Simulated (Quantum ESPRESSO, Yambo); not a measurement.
# NH4Br (P-43m): G0W0 with Yambo, start to end, part 2 of 3

Wanted: ground state, empty states, screening and self-energy for NH4Br (P-43m).

Quantum ESPRESSO 7.5 and Yambo 5.3.0; PBEsol and many-body steps on it, plane waves. Known limits of the many-body steps: not at the basis limit; no spin-orbit coupling; coarse k mesh.

So far. Step 2 (Ground state): The gap is indirect, with the least direct gap 0.09 eV higher. Step 3 (Bands along the symmetry lines): The gap is 4.097 eV, as in the run before at this level.

## 4. Empty states on the mesh, 4×4×4 mesh, 85 bands

Level of this step: DFT, PBEsol, plane waves, norm-conserving pseudopotentials (Quantum ESPRESSO).

The sums over transitions need many empty states on a uniform mesh; this step solves for them.

Contents of pw.in:

```
&control
  calculation = 'nscf'
  prefix = 'x'
  outdir = 'o'
  pseudo_dir = 'pseudo'
/
&system
  ibrav = 0
  nat = 6
  ntyp = 3
  ecutwfc = 72.0
  nbnd = 85
  force_symmorphic = .true.
/
&electrons
  conv_thr = 1e-9
  electron_maxstep = 80
  diago_full_acc = .true.
  diago_thr_init = 5e-6
/
ATOMIC_SPECIES
  H 1.008 H.upf
  Br 79.904 Br.upf
  N 14.007 N.upf
CELL_PARAMETERS angstrom
  4.0000000000 0.0000000000 0.0000000000
  0.0000000000 4.0000000000 0.0000000000
  0.0000000000 0.0000000000 4.0000000000
ATOMIC_POSITIONS crystal
  H 0.1480000000 0.1480000000 0.1480000000
  H 0.1480000000 0.8520000000 0.8520000000
  H 0.8520000000 0.8520000000 0.1480000000
  H 0.8520000000 0.1480000000 0.8520000000
  Br 0.5000000000 0.5000000000 0.5000000000
  N 0.0000000000 0.0000000000 0.0000000000
K_POINTS automatic
  4 4 4 0 0 0
```

Run with:

```console
> OMP_NUM_THREADS=1 mpirun -n 4 pw.x -nk 4 -in pw.in > pw.out
```

The log of the run:

```text
[banner, memory and clock lines left out]
Program PWSCF v.7.5 starts

     Atomic positions and unit cell read from directory:
     o/x.save/

     Message from routine setup:
     using ibrav=0 with symmetry is DISCOURAGED, use correct ibrav instead

     G-vector sticks info

     bravais-lattice index     =            0
     lattice parameter (alat)  =       7.5589  a.u.
     unit-cell volume          =     431.8934 (a.u.)^3
     number of atoms/cell      =            6
     number of atomic types    =            3
     number of electrons       =        16.00
     number of Kohn-Sham states=           85
     kinetic-energy cutoff     =      72.0000  Ry
     charge density cutoff     =     288.0000  Ry
     Exchange-correlation= PBESOL
                           (   1   4  10   8   0   0   0)

     celldm(1)=   7.558904  celldm(2)=   0.000000  celldm(3)=   0.000000
     celldm(4)=   0.000000  celldm(5)=   0.000000  celldm(6)=   0.000000

     crystal axes: (cart. coord. in units of alat)
               a(1) = (   1.000000   0.000000   0.000000 )
               a(2) = (   0.000000   1.000000   0.000000 )
               a(3) = (   0.000000   0.000000   1.000000 )

     reciprocal axes: (cart. coord. in units 2 pi/alat)
               b(1) = (  1.000000  0.000000  0.000000 )
               b(2) = (  0.000000  1.000000  0.000000 )
               b(3) = (  0.000000  0.000000  1.000000 )
     Pseudo is Norm-conserving, Zval =  1.0
     Generated using ONCVPSP code by D. R. Hamann
     Using radial grid of 1180 points,  3 beta functions with:
     Pseudo is Norm-conserving + core correction, Zval =  7.0
     Generated using ONCVPSP code by D. R. Hamann
     Using radial grid of 1098 points,  6 beta functions with:
     Pseudo is Norm-conserving + core correction, Zval =  5.0
     Generated using ONCVPSP code by D. R. Hamann
     Using radial grid of 1058 points,  4 beta functions with:
     H                 1.00     1.00800     H ( 1.00)
     Br                7.00    79.90400     Br( 1.00)
     N                 5.00    14.00700     N ( 1.00)

     24 Sym. Ops. (no inversion) found

   Cartesian axes

     site n.     atom                  positions (alat units)
         1        H      tau(   1) = (   0.1480000   0.1480000   0.1480000  )
         2        H      tau(   2) = (   0.1480000   0.8520000   0.8520000  )
         3        H      tau(   3) = (   0.8520000   0.8520000   0.1480000  )
         4        H      tau(   4) = (   0.8520000   0.1480000   0.8520000  )
         5        Br     tau(   5) = (   0.5000000   0.5000000   0.5000000  )
         6        N      tau(   6) = (   0.0000000   0.0000000   0.0000000  )

     number of k points=    10
                       cart. coord. in units 2pi/alat
        k(    1) = (   0.0000000   0.0000000   0.0000000), wk =   0.0312500
        k(    2) = (   0.0000000   0.0000000   0.2500000), wk =   0.1875000
        k(    3) = (   0.0000000   0.0000000  -0.5000000), wk =   0.0937500
[...]
k(    9) = (   0.2500000  -0.5000000  -0.5000000), wk =   0.1875000
        k(   10) = (  -0.5000000  -0.5000000  -0.5000000), wk =   0.0312500

     Dense  grid:    35585 G-vectors     FFT dimensions: (  45,  45,  45)

     The potential is recalculated from file :
     o/x.save/charge-density

     Starting wfcs are   12 randomized atomic wfcs +   73 random wfcs

     Band Structure Calculation

     End of band structure calculation

          k = 0.0000 0.0000 0.0000 (  4457 PWs)   bands (ev):

   -17.2461 -11.6155  -6.4960  -6.4960  -6.4960   0.9917   0.9917   0.9917
     5.1764   7.8781   7.8781  10.8887  10.8887  10.8887  15.6504  15.6504
    15.6504  16.4320  16.4320  17.7018  17.7018  17.7018  19.1466  19.4004
[...]
54.2468  60.0579  60.0579  60.0579  64.7879

          k = 0.0000 0.0000 0.2500 (  4472 PWs)   bands (ev):

[...]
59.7602  60.5382  60.7743  60.7743  61.2214

          k = 0.0000 0.0000-0.5000 (  4436 PWs)   bands (ev):

[...]
52.6458  52.8001  53.0057  53.0057  53.0949  53.0949  53.3610  53.7325
    54.3928  55.3697  56.3153  56.3672  56.3672  57.6653  59.0821  61.6506
    61.6506  62.6753  62.6753  62.7005  62.7736

          k = 0.0000 0.2500 0.2500 (  4466 PWs)   bands (ev):

     [... further k-points ...]

     highest occupied, lowest unoccupied level (ev):     1.0790    5.1764

     XML data file, pseudopotentials, collected wavefunctions
```

Wall time 7.6 s (4 MPI ranks of Arm Neoverse V2, shared host); peak memory 0.33 GiB.

Numbers from this step:

```yaml
gap: 4.097 eV
k_of_the_valence_top: 0, -0.5, -0.5
k_of_the_conduction_bottom: 0, 0, 0
least_direct_gap: 4.185 eV
k_points_computed: 10
lowest_point_of_the_top_converged_band_above_the_valence_top: 59.1602 eV
```

On this mesh the gap is 4.097 eV.

## 5. Conversion and set-up

This step: Yambo 5.3.0; conversion and set-up on PBEsol, plane waves, norm-conserving pseudopotentials.

The states are converted to the many-body program's format and the q mesh is built.

Run with:

```console
> (cd o/x.save; p2y > p2y.log; mv SAVE ../..); yambo > setup.log
```

The log of the run:

```text
 Yambo, version 5.3.0

 [02] CORE Variables Setup
 =========================

  [02.01] Unit cells
  ==================

  Cell kind             :  CUB
  Atoms in the cell     :  H  Br  N
  number of H  atoms    :   4
  number of Br atoms    :  1
  number of N  atoms    :  1

  List of atomic masses
  Mass of H     :  1.008000
  Mass of Br    :  79.90400
  Mass of N     :  14.00700

  List of atomic coordinates    : [cc]
  H1       :  1.118718  1.118718  1.118718  order 1
  H2       :  1.118718  6.440187  6.440187  order 2
  H3       :  6.440187  6.440187  1.118718  order 3
  H4       :  6.440187  1.118718  6.440187  order 4
  Br1       :  3.779452  3.779452  3.779452  order 5
  N1       :  0.000000  0.000000  0.000000  order 6

  Alat factors          :  7.558904  7.558904  7.558904 [a.u.]
  Direct lattice volume :  431.8934 [a.u.]
  Direct lattice vectors:  A[ 1 ]  A[ 2 ]  A[ 3 ]
   A[ 1 ]:  1.000000  0.000000  0.000000  [iru]
   7.558904  0.000000  0.000000  [cc]
   A[ 2 ]:  0.000000  1.000000  0.000000  [iru]
   0.000000  7.558904  0.000000  [cc]
   A[ 3 ]:  0.000000  0.000000  1.000000  [iru]
   0.000000  0.000000  7.558904  [cc]

  Recip. lattice volume :  0.574332 [a.u.]
  Recip. lattice vectors:  B[ 1 ]  B[ 2 ]  B[ 3 ]
   B[ 1 ]:  1.000000  0.000000  0.000000  [iku]
   0.831230  0.000000  0.000000  [cc]
   B[ 2 ]:  0.000000  1.000000  0.000000  [iku]
   0.000000  0.831230  0.000000  [cc]
   B[ 3 ]:  0.000000  0.000000  1.000000  [iku]
   0.000000  0.000000  0.831230  [cc]

  [02.02] Symmetries
  ==================

  Inversion symmetry    : yes
  Spatial inversion     : no
  Inversion index       :  25
  K-space Time-reversal : yes
  Magnetic symmetries   : no
  Time-reversal derived K-space symmetries:   25   48
  Group table correct   : yes
  Symmetries units      :  [cc]

   [S  1]:  1.000000  0.000000  0.000000  0.000000  1.000000  0.000000  0.000000  0.000000  1.000000
   [S  2]: -1.000000  0.000000  0.000000  0.000000 -1.000000  0.000000  0.000000  0.000000  1.000000
   [S  3]: -1.000000  0.000000  0.000000  0.000000  1.000000  0.000000  0.000000  0.000000 -1.000000
[...]
[S  9]:  0.000000  1.000000  0.000000  0.000000  0.000000  1.000000  1.000000  0.000000  0.000000
   [S 10]:  0.000000 -1.000000  0.000000  0.000000  0.000000 -1.000000  1.000000  0.000000  0.000000
     [... 36 further rows ...]
   [S*47]:  1.000000 -0.000000 -0.000000 -0.000000 -0.000000 -1.000000 -0.000000  1.000000 -0.000000
   [S*48]:  1.000000 -0.000000 -0.000000 -0.000000 -0.000000  1.000000 -0.000000 -1.000000 -0.000000

  [02.03] Reciprocal space
  ========================

  nG shells         :   349
  nG charge         :   35585
  nG WFs            :   5566
  nC WFs            :   4492
  G-vecs. in first 34 shells:  [ Number ]
     1    7   19   27   33   57   81   93  123
    147   171   179   203   251   257   305   341   365
[...]
IBZ K-points                                      :  10
  BZ  K-points                                      :   64

  K/Q-points units:
  rlu = crystal or reduced units; cc = cartesian coordinates; iku = interal k-units

  K [ 1]         [rlu]:  0.000000  0.000000  0.000000
         WF components:   4457
  K [ 2]         [rlu]:  0.000000  0.000000  0.250000
         WF components:   4472
  K [ 3]         [rlu]:  0.000000  0.000000 -0.500000
         WF components:   4436
[...]
K [ 8]         [rlu]:  0.250000  0.250000 -0.500000
[...]
K [ 9]         [rlu]:  0.250000 -0.500000 -0.500000
         WF components:   4492
  K [10]         [rlu]: -0.500000 -0.500000 -0.500000
         WF components:   4416

  [02.05] Energies & Occupations
  ==============================

  [X] === General ===
  [X] Electronic Temperature                        :  0.000000  0.000000 [eV K]
  [X] Bosonic    Temperature                        :  0.000000  0.000000 [eV K]
  [X] Finite Temperature mode                       : no
  [X] El. density                                   :  0.25000E+24 [cm-3]
  [X] Fermi Level                                   :  1.079024 [eV]

  [X] === Gaps and Widths ===
  [X] Conduction Band Min                           :  4.097338 [eV]
  [X] Valence Band Max                              :  0.000000 [eV]
  [X] Filled Bands                                  :   8
  [X] Empty Bands                                   :    9   85
  [X] Direct Gap                                    :  4.184637 [eV]
  [X] Direct Gap localized at k                     :  1
  [X] Indirect Gap                                  :  4.097338 [eV]
  [X] Indirect Gap between kpts                     :   6   1
  [X] Last valence band width                       :  1.471107 [eV]
  [X] 1st conduction band width                     :  3.655939 [eV]

  E @ K [ 1]:  [eV]
  -18.32510 -12.69457  -7.57501  -7.57501  -7.57501  -0.08730  -0.08730  -0.08730
    4.09734   6.79903   6.79903   9.80964   9.80964   9.80964  14.57139  14.57139
  occ @ K [ 1]
   2.000000  2.000000  2.000000  2.000000  2.000000  2.000000  2.000000  2.000000
[...]
E @ K [ 2]:  [eV]
[...]
occ @ K [ 2]
[...]
E @ K [ 3]:  [eV]
[...]
occ @ K [ 3]
[...]
E @ K [ 8]:  [eV]
[...]
occ @ K [ 8]
[...]
E @ K [ 9]:  [eV]
[...]
occ @ K [ 9]
[...]
E @ K [10]:  [eV]
[...]
occ @ K [10]
   2.000000  2.000000  2.000000  2.000000  2.000000  2.000000  2.000000  2.000000
   0.000000  0.000000  0.000000  0.000000  0.000000  0.000000  0.000000  0.000000

 [03] Transferred momenta grid and indexing
 ==========================================

 IBZ Q-points                                      :  10
 BZ  Q-points                                      :   64

 K/Q-points units:
 rlu = crystal or reduced units; cc = cartesian coordinates; iku = interal k-units

 Q [ 1]         [rlu]:  0.000000  0.000000  0.000000
 Q [ 2]         [rlu]:  0.000000  0.000000  0.250000
 Q [ 3]         [rlu]:  0.000000  0.000000 -0.500000
[...]
Q [ 8]         [rlu]:  0.250000  0.250000 -0.500000
 Q [ 9]         [rlu]:  0.250000 -0.500000 -0.500000
 Q [10]         [rlu]: -0.500000 -0.500000 -0.500000

  [03.01] X indexes
  =================

   [03.01.01] Sigma indexes
   ========================

 [06] Game Over & Game summary
```

Elapsed: 2.2 s, on 1 MPI rank; peak memory 0.25 GiB.

(Continued in part 3 of 3.)

[Paths, hosts, dates, memory and timing lines, banners, echoed tables and standing remarks are left out of the program output.]

[Logs are printed without paths, hosts, clocks, repeated set-up lines and the standing remarks that a program may print on its own settings, such as how far it seeks lower states.]

[Runs of the session that timed out or met a known fault of the program may be left out.]

[Hosts, paths, dates, database ids (printed as entryN), source tags and the programs' standing remarks are cut or masked in the printed files.]
